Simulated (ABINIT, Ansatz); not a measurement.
# SrTiO3 (Tausonite): G0W0 on several meshes in ABINIT

How does the mesh move the gap of SrTiO3 (Tausonite)?

Calculated with ABINIT 10.8.3; PBE and many-body steps on it, plane waves.

## 1. The starting structure

It takes space group Pm-3m (No. 221, cubic). Conventional cell: a = 3.905 Å, b = 3.905 Å, c = 3.905 Å, α = 90.00°, β = 90.00°, γ = 90.00°. Nearest to Sr lie 12 O at 2.76 Å. Nearest to Ti lie 6 O at 1.95 Å. Nearest to O lie 2 Ti at 1.95 Å and 4 Sr at 2.76 Å. Farther neighbours and most contacts between anions are not listed.

The cell and positions come from the Crystallography Open Database and are kept as given unless a step says otherwise.

## 2. Empty states on the mesh, 4×4×4 mesh, 562 bands

This step: ABINIT 10.8.3; DFT, PBE, plane waves, norm-conserving pseudopotentials.

The sums over transitions need many empty states on a uniform mesh; this step solves for them.

File run.abi:

```
acell 3*1.0 Angstrom
rprim 
  3.905280000000 0.000000000000 0.000000000000
  0.000000000000 3.905280000000 0.000000000000
  0.000000000000 0.000000000000 3.905280000000
ntypat 3
znucl 38 22 8
natom 5
typat 1 2 3 3 3
xred 
  0.500000000000 0.500000000000 0.500000000000
  0.000000000000 0.000000000000 0.000000000000
  0.500000000000 0.000000000000 0.000000000000
  0.000000000000 0.500000000000 0.000000000000
  0.000000000000 0.000000000000 0.500000000000
pp_dirpath "pseudos"
pseudos "Sr.upf, Ti.upf, O.upf"
ecut 38
ngkpt 4 4 4
nshiftk 1
shiftk 0 0 0
kptopt 1
chksymbreak 0
irdden 1
istwfk *1
nband 562
prtvol 0
optdriver 6
gwr_task "HDIAGO"
paral_kgb 0
occopt 1
indata_prefix "in"
outdata_prefix "out"
tmpdata_prefix "tmp"
```

Run with:

```sh
$ OMP_NUM_THREADS=1 mpirun -n 8 abinit run.abi > log
```

What it wrote:

```text
.Version 10.8.3 of ABINIT. v10.8.2 released Aug 2026.

 Symmetries : space group Pm -3 m (#221); Bravais cP (primitive cubic)
[... echo of the input left out ...]
== DATASET  1 ==================================================================
-   mpi_nproc: 8, omp_nthreads: 1 (-1 if OMP is not activated)

--- !DatasetInfo
iteration_state: {dtset: 1, }
dimensions: {natom: 5, nkpt: 10, mband: 562, nsppol: 1, nspinor: 1, nspden: 1, mpw: 4632, }
cutoff_energies: {ecut:  38.0, pawecutdg:  -1.0, }
[...]
Indirect band gap semiconductor
 Fundamental gap:     1.908 (eV)
   VBM:     6.925 (eV) at k: [ 5.0000E-01,  5.0000E-01,  5.0000E-01]
   CBM:     8.833 (eV) at k: [ 0.0000E+00,  0.0000E+00,  0.0000E+00]
 Direct gap:         2.263 (eV) at k: [ 0.0000E+00,  0.0000E+00,  0.0000E+00]

== END DATASET(S) ==============================================================
================================================================================

 -outvars: echo values of variables after computation  --------
           etotal      0.0000000000E+00
            nband         562
             nkpt          10
          spgroup         221
 [... the other variables as echoed above ...]

 Calculation completed.
```

It took 3.5 min on 8 MPI ranks of Arm Neoverse N1, shared host; peak memory 9.4 GiB; 28 min of CPU time.

This step gave:

* gap: 1.908 eV
* k of the valence top: 0.5, 0.5, 0.5
* k of the conduction bottom: 0, 0, 0
* least direct gap: 2.263 eV
* k points computed: 10
* lowest point of the top converged band, above the valence top: 233.8938 eV

On this mesh the gap is 1.908 eV.

The density comes from a self-consistent run that is not shown.

## 3. Screening, 4×4×4 mesh, 238 bands, screening to 212.2 eV

The RPA dielectric matrix is built and inverted for each q.

This step: RPA screening on PBE, plane waves, norm-conserving pseudopotentials.

run.abi: that of step 2 with these lines changed.

```diff
@@ -23,10 +23,11 @@
 chksymbreak 0
-irdden 1
 istwfk *1
-nband 562
-prtvol 0
-optdriver 6
-gwr_task "HDIAGO"
-paral_kgb 0
 occopt 1
+irdwfk 1
+optdriver 3
+nband 238
+ecuteps 7.8
+inclvkb 2
+awtr 1
+symchi 1
 indata_prefix "in"
```

What it wrote:

```text
.Version 10.8.3 of ABINIT. v10.8.2 released Aug 2026.

 Symmetries : space group Pm -3 m (#221); Bravais cP (primitive cubic)
[... echo of the input left out ...]
== DATASET  1 ==================================================================
-   mpi_nproc: 8, omp_nthreads: 1 (-1 if OMP is not activated)

--- !DatasetInfo
iteration_state: {dtset: 1, }
dimensions: {natom: 5, nkpt: 10, mband: 238, nsppol: 1, nspinor: 1, nspden: 1, mpw: 4632, }
cutoff_energies: {ecut:  38.0, pawecutdg:  -1.0, }
electrons: {nelect:   4.00000000E+01, charge:   0.00000000E+00, occopt:   1.00000000E+00, tsmear:   1.00000000E-02, }

 SCREENING: Calculation of the susceptibility and dielectric matrices

 Based on a program developped by R.W. Godby, V. Olevano, G. Onida, and L. Reining.
 Incorporated in ABINIT by V. Olevano, G.-M. Rignanese, and M. Torrent.
.Using double precision arithmetic ; gwpc =  8

[... cell and pseudopotentials left out ...]
--------------------------------------------------------------------------------

 ==== K-mesh for the wavefunctions ====
 Number of points in the irreducible wedge :    10
[... list of points left out ...]
 Together with 48 symmetry operations and time-reversal symmetry
 yields    64 points in the full Brillouin Zone.

 ==== Q-mesh for the screening function ====
 Number of points in the irreducible wedge :    10
[... list of points left out ...]
 Together with 48 symmetry operations and time-reversal symmetry
 yields    64 points in the full Brillouin Zone.

 setmesh: FFT mesh size selected  =    30x   30x   30
          total number of points  =        27000

 vcoul_init : cutoff-mode = AUXILIARY_FUNCTION
 q-points for optical limit:   1
     1)      0.000010    0.000020    0.000030

- screening: taking advantage of time-reversal symmetry
- Maximum band index for partially occupied states nbvw = 20
- Remaining bands to be divided among processors   nbcw = 218
- Number of bands treated by each node ~27

 Number of electrons calculated from density =   40.0000; Expected =   40.0000
 average of density, n =  0.099519
 r_s =    1.3387
 omega_plasma =   30.4305 [eV]

 calculating chi0 at frequencies [eV] :
  1    0.000000E+00    0.000000E+00
  2    0.000000E+00    3.043050E+01

--------------------------------------------------------------------------------
  q-point number  1        q = ( 0.000000, 0.000000, 0.000000) [r.l.u.]
--------------------------------------------------------------------------------
[... chi0 elements left out ...]
 For q-point:  0.000010 0.000020 0.000030
  dielectric constant =   6.3893
  dielectric constant without local fields =   6.7766

  Average fulfillment of the sum rule on Im[epsilon] for q-point    1 :     78.78  [%]
[... wings left out ...]
  q-point number  2        q = ( 0.250000, 0.000000, 0.000000) [r.l.u.]
--------------------------------------------------------------------------------
[... chi0 elements left out ...]
  Average fulfillment of the sum rule on Im[epsilon] for q-point    2 :     85.50  [%]

 [... 8 further q-points ...]
```

Elapsed: 4.7 min, on 8 MPI ranks; peak memory 2.8 GiB.

Numbers from this step:

| Quantity | Value |
| --- | --- |
| ε∞ with local fields, on this mesh, along the program's q direction | 6.389 |
| the same without local fields | 6.777 |
| plasma frequency | 30.43 eV |
| plane waves in the screening matrix | 437 |

Local fields lower ε∞ by 6 %. On a Γ-centred mesh this coarse the value itself is usually too large, while a short band sum pulls it down.

## 4. 4×4×4

The self-energy is evaluated for the states that the input lists, and the levels follow from it, in one-shot runs by the linearised quasiparticle equation.

This step: G0W0 on PBE, plane waves, norm-conserving pseudopotentials.

run.abi: that of step 3 with these lines changed.

```diff
@@ -26,8 +26,17 @@
 irdwfk 1
-optdriver 3
+optdriver 4
 nband 238
+gwcalctyp 0
+ecutsigx 38
+symsigma 1
+nkptgw 2
+kptgw 
+  0.5000000000 0.5000000000 0.5000000000
+  0.0000000000 0.0000000000 0.0000000000
+bdgw 
+  18 23
+  18 23
 ecuteps 7.8
-inclvkb 2
-awtr 1
-symchi 1
+irdscr 1
+ppmodel 1
 indata_prefix "in"
```

What it wrote:

```text
.Version 10.8.3 of ABINIT. v10.8.2 released Aug 2026.

 Symmetries : space group Pm -3 m (#221); Bravais cP (primitive cubic)
[... echo of the input left out ...]
== DATASET  1 ==================================================================
-   mpi_nproc: 8, omp_nthreads: 1 (-1 if OMP is not activated)

--- !DatasetInfo
iteration_state: {dtset: 1, }
dimensions: {natom: 5, nkpt: 10, mband: 238, nsppol: 1, nspinor: 1, nspden: 1, mpw: 4632, }
cutoff_energies: {ecut:  38.0, pawecutdg:  -1.0, }
electrons: {nelect:   4.00000000E+01, charge:   0.00000000E+00, occopt:   1.00000000E+00, tsmear:   1.00000000E-02, }

 SIGMA: Calculation of the GW corrections

 Based on a program developped by R.W. Godby, V. Olevano, G. Onida, and L. Reining.
 Incorporated in ABINIT by V. Olevano, G.-M. Rignanese, and M. Torrent.
.Using double precision arithmetic ; gwpc =  8

[... cell and pseudopotentials left out ...]
--------------------------------------------------------------------------------

 ==== K-mesh for the wavefunctions ====
 Number of points in the irreducible wedge :    10
[... list of points left out ...]
 Together with 48 symmetry operations and time-reversal symmetry
 yields    64 points in the full Brillouin Zone.

 ==== Q-mesh for screening function ====
 Number of points in the irreducible wedge :    10
[... list of points left out ...]
 Together with 48 symmetry operations and time-reversal symmetry
 yields    64 points in the full Brillouin Zone.

 vcoul_init : cutoff-mode = AUXILIARY_FUNCTION
 q-points for optical limit:   1
     1)      0.000010    0.000020    0.000030
 setmesh: FFT mesh size selected  =    45x   45x   45
          total number of points  =        91125

 Number of electrons calculated from density =   40.0000; Expected =   40.0000
 average of density, n =  0.099519
 r_s =    1.3387
 omega_plasma =   30.4305 [eV]

 === KS Band Gaps ===
  >>>> For spin  1
   Minimum direct gap =   2.2628 [eV], located at k-point      :   0.0000  0.0000  0.0000
   Fundamental gap    =   1.9077 [eV], Top of valence bands at :   0.5000  0.5000  0.5000
                                       Bottom of conduction at :   0.0000  0.0000  0.0000
 SIGMA fundamental parameters:
 PLASMON POLE MODEL  1
 number of plane-waves for SigmaX                 4457
 number of plane-waves for SigmaC and W            437
 number of plane-waves for wavefunctions          4457
 number of bands                                   238
 number of independent spin polarizations            1
 number of spinorial components                      1
 number of k-points in IBZ                          10
 number of q-points in IBZ                          10
 number of symmetry operations                      48
 number of k-points in BZ                           64
 number of q-points in BZ                           64
 number of frequencies for dSigma/dE                 9
 frequency step for dSigma/dE [eV]                0.25
 number of omega for Sigma on real axis              0
 max omega for Sigma on real axis  [eV]           0.00
 zcut for avoiding poles [eV]                     0.10

 EPSILON^-1 parameters (SCR file):
 dimension of the eps^-1 matrix on file            437
 dimension of the eps^-1 matrix used               437
 number of plane-waves for wavefunctions          4457
 number of bands                                   238
 number of q-points in IBZ                          10
 number of frequencies                               2
 number of real frequencies                          1
 number of imag frequencies                          1

 matrix elements of self-energy operator (all in [eV])

 Perturbative Calculation

--- !SelfEnergy_ee
iteration_state: {dtset: 1, }
kpoint     : [   0.500,    0.500,    0.500, ]
spin       : 1
KS_gap     :    4.517
QP_gap     :    6.373
Delta_QP_KS:    1.856
data: !SigmaeeData |
     Band     E0 <VxcDFT>   SigX SigC(E0)      Z dSigC/dE  Sig(E)    E-E0       E
       18   6.925 -20.195 -25.189   4.661   0.766  -0.306 -20.450  -0.255   6.670
       19   6.925 -20.195 -25.189   4.661   0.766  -0.306 -20.450  -0.255   6.670
       20   6.925 -20.195 -25.189   4.661   0.766  -0.306 -20.450  -0.255   6.670
       21  11.442 -21.983 -12.959  -6.859   0.739  -0.353 -20.383   1.601  13.043
       22  11.442 -21.983 -12.959  -6.859   0.739  -0.353 -20.383   1.601  13.043
       23  11.442 -21.983 -12.959  -6.859   0.739  -0.353 -20.383   1.601  13.043

--- !SelfEnergy_ee
iteration_state: {dtset: 1, }
kpoint     : [   0.000,    0.000,    0.000, ]
spin       : 1
KS_gap     :    2.263
QP_gap     :    3.854
Delta_QP_KS:    1.591
data: !SigmaeeData |
     Band     E0 <VxcDFT>   SigX SigC(E0)      Z dSigC/dE  Sig(E)    E-E0       E
[...]
21   8.833 -18.883 -11.450  -5.747   0.780  -0.282 -17.568   1.315  10.148
       22   8.833 -18.883 -11.450  -5.747   0.780  -0.282 -17.568   1.315  10.148
       23   8.833 -18.883 -11.450  -5.747   0.780  -0.282 -17.568   1.315  10.148

== END DATASET(S) ==============================================================
================================================================================

 -outvars: echo values of variables after computation  --------
           etotal      0.0000000000E+00
            nband         238
             nkpt          10
          spgroup         221
 [... the other variables as echoed above ...]

 Calculation completed.
```

Elapsed: 62 s, on 8 MPI ranks; peak memory 2.9 GiB; 8.3 min of CPU time.

This step gave:

- G0W0 gap on the points computed: 3.478 eV
- starting gap on the mesh: 1.908 eV
- k of the valence top: 0.5, 0.5, 0.5
- k of the conduction bottom: 0, 0, 0
- Z at the valence top: 0.766
- Z at the conduction bottom: 0.78
- least direct G0W0 gap on the computed points: 3.854 eV

The gap on the mesh goes from 1.91 eV to 3.48 eV, a correction of +1.57 eV.

## 5. Empty states on the mesh, 6×6×6 mesh, 246 bands

This step: DFT, PBE, plane waves, norm-conserving pseudopotentials.

run.abi: that of step 4 with these lines changed.

```diff
@@ -18,3 +18,3 @@
 ecut 38
-ngkpt 4 4 4
+ngkpt 6 6 6
 nshiftk 1
@@ -23,20 +23,10 @@
 chksymbreak 0
+irdden 1
 istwfk *1
+nband 246
+prtvol 0
+optdriver 6
+gwr_task "HDIAGO"
+paral_kgb 0
 occopt 1
-irdwfk 1
-optdriver 4
-nband 238
-gwcalctyp 0
-ecutsigx 38
-symsigma 1
-nkptgw 2
-kptgw 
-  0.5000000000 0.5000000000 0.5000000000
-  0.0000000000 0.0000000000 0.0000000000
-bdgw 
-  18 23
-  18 23
-ecuteps 7.8
-irdscr 1
-ppmodel 1
 indata_prefix "in"
```

What it wrote:

```text
[banner, memory and clock lines left out]
.Version 10.8.3 of ABINIT. v10.8.2 released Aug 2026.

 Symmetries : space group Pm -3 m (#221); Bravais cP (primitive cubic)
[... echo of the input left out ...]
== DATASET  1 ==================================================================
-   mpi_nproc: 8, omp_nthreads: 1 (-1 if OMP is not activated)

--- !DatasetInfo
iteration_state: {dtset: 1, }
dimensions: {natom: 5, nkpt: 20, mband: 246, nsppol: 1, nspinor: 1, nspden: 1, mpw: 4632, }
cutoff_energies: {ecut:  38.0, pawecutdg:  -1.0, }
[...]
Integrated=    4.0000E+01

 === KS gaps after direct diagonalization ===
 Indirect band gap semiconductor
 Fundamental gap:     1.908 (eV)
   VBM:     6.925 (eV) at k: [ 5.0000E-01,  5.0000E-01,  5.0000E-01]
   CBM:     8.833 (eV) at k: [ 0.0000E+00,  0.0000E+00,  0.0000E+00]
 Direct gap:         2.263 (eV) at k: [ 0.0000E+00,  0.0000E+00,  0.0000E+00]

== END DATASET(S) ==============================================================

 -outvars: echo values of variables after computation  --------
           etotal      0.0000000000E+00
            nband         246
             nkpt          20
          spgroup         221
 [... the other variables as echoed above ...]

 Calculation completed.
```

Run time: 5 min. Hardware: 8 MPI ranks; peak memory 9.3 GiB; 40 min of CPU time.

Numbers from this step:

* gap: 1.908 eV
* k of the valence top: 0.5, 0.5, 0.5
* k of the conduction bottom: 0, 0, 0
* least direct gap: 2.263 eV
* k points computed: 20
* lowest point of the top converged band, above the valence top: 124.7384 eV

On this mesh the gap is 1.908 eV.

## 6. Screening, 6×6×6 mesh, 238 bands, screening to 212.2 eV

This step: RPA screening on PBE, plane waves, norm-conserving pseudopotentials.

run.abi: that of step 5 with these lines changed.

```diff
@@ -23,10 +23,11 @@
 chksymbreak 0
-irdden 1
 istwfk *1
-nband 246
-prtvol 0
-optdriver 6
-gwr_task "HDIAGO"
-paral_kgb 0
 occopt 1
+irdwfk 1
+optdriver 3
+nband 238
+ecuteps 7.8
+inclvkb 2
+awtr 1
+symchi 1
 indata_prefix "in"
```

What it wrote:

```text
.Version 10.8.3 of ABINIT. v10.8.2 released Aug 2026.

 Symmetries : space group Pm -3 m (#221); Bravais cP (primitive cubic)
[... echo of the input left out ...]
== DATASET  1 ==================================================================
-   mpi_nproc: 8, omp_nthreads: 1 (-1 if OMP is not activated)

--- !DatasetInfo
iteration_state: {dtset: 1, }
dimensions: {natom: 5, nkpt: 20, mband: 238, nsppol: 1, nspinor: 1, nspden: 1, mpw: 4632, }
cutoff_energies: {ecut:  38.0, pawecutdg:  -1.0, }
electrons: {nelect:   4.00000000E+01, charge:   0.00000000E+00, occopt:   1.00000000E+00, tsmear:   1.00000000E-02, }

 SCREENING: Calculation of the susceptibility and dielectric matrices

 Based on a program developped by R.W. Godby, V. Olevano, G. Onida, and L. Reining.
 Incorporated in ABINIT by V. Olevano, G.-M. Rignanese, and M. Torrent.
.Using double precision arithmetic ; gwpc =  8

[... cell and pseudopotentials left out ...]
--------------------------------------------------------------------------------

 ==== K-mesh for the wavefunctions ====
 Number of points in the irreducible wedge :    20
[... list of points left out ...]
 Together with 48 symmetry operations and time-reversal symmetry
 yields   216 points in the full Brillouin Zone.

 ==== Q-mesh for the screening function ====
 Number of points in the irreducible wedge :    20
[... list of points left out ...]
 Together with 48 symmetry operations and time-reversal symmetry
 yields   216 points in the full Brillouin Zone.

 setmesh: FFT mesh size selected  =    30x   30x   30
          total number of points  =        27000

 vcoul_init : cutoff-mode = AUXILIARY_FUNCTION
 q-points for optical limit:   1
     1)      0.000010    0.000020    0.000030

- screening: taking advantage of time-reversal symmetry
- Maximum band index for partially occupied states nbvw = 20
- Remaining bands to be divided among processors   nbcw = 218
- Number of bands treated by each node ~27

 Number of electrons calculated from density =   40.0000; Expected =   40.0000
 average of density, n =  0.099519
 r_s =    1.3387
 omega_plasma =   30.4305 [eV]

 calculating chi0 at frequencies [eV] :
  1    0.000000E+00    0.000000E+00
  2    0.000000E+00    3.043050E+01

--------------------------------------------------------------------------------
  q-point number  1        q = ( 0.000000, 0.000000, 0.000000) [r.l.u.]
--------------------------------------------------------------------------------
[... chi0 elements left out ...]
 For q-point:  0.000010 0.000020 0.000030
  dielectric constant =   5.9708
  dielectric constant without local fields =   6.3459

  Average fulfillment of the sum rule on Im[epsilon] for q-point    1 :     78.81  [%]
[... wings left out ...]
  q-point number  2        q = ( 0.166667, 0.000000, 0.000000) [r.l.u.]
--------------------------------------------------------------------------------
[... chi0 elements left out ...]
  Average fulfillment of the sum rule on Im[epsilon] for q-point    2 :     87.50  [%]

 [... 18 further q-points ...]
```

It took 29 min on 8 MPI ranks; peak memory 5 GiB; 3.9 h of CPU time.

This step gave:

- ε∞ with local fields, on this mesh, along the program's q direction: 5.971
- the same without local fields: 6.346
- plasma frequency: 30.43 eV
- plane waves in the screening matrix: 437

[end of part 1 of 2]

[Paths, hosts, dates, memory and timing lines, banners, echoed tables and standing remarks are left out of the program output.]

[Logs are printed without paths, hosts, clocks, repeated set-up lines and the standing remarks that a program may print on its own settings, such as how far it seeks lower states.]

[Runs of the session that timed out or met a known fault of the program may be left out.]

[No measured gap is set beside runs whose start may be inverted or whose files or cutoffs have a known fault.]

[Hosts, paths, dates, database ids (printed as entryN), source tags and the programs' standing remarks are cut or masked in the printed files.]

[G0W0 gaps are taken among the corrected bands and points alone; a level outside them can change the order at an edge.]

[Where Ansatz stands beside ABINIT at settings called matched, ABINIT's density can come from a denser mesh and the files from another edition; pairs whose starting gaps differed by over 0.03 eV were left out, so agreement reads better than it is.]
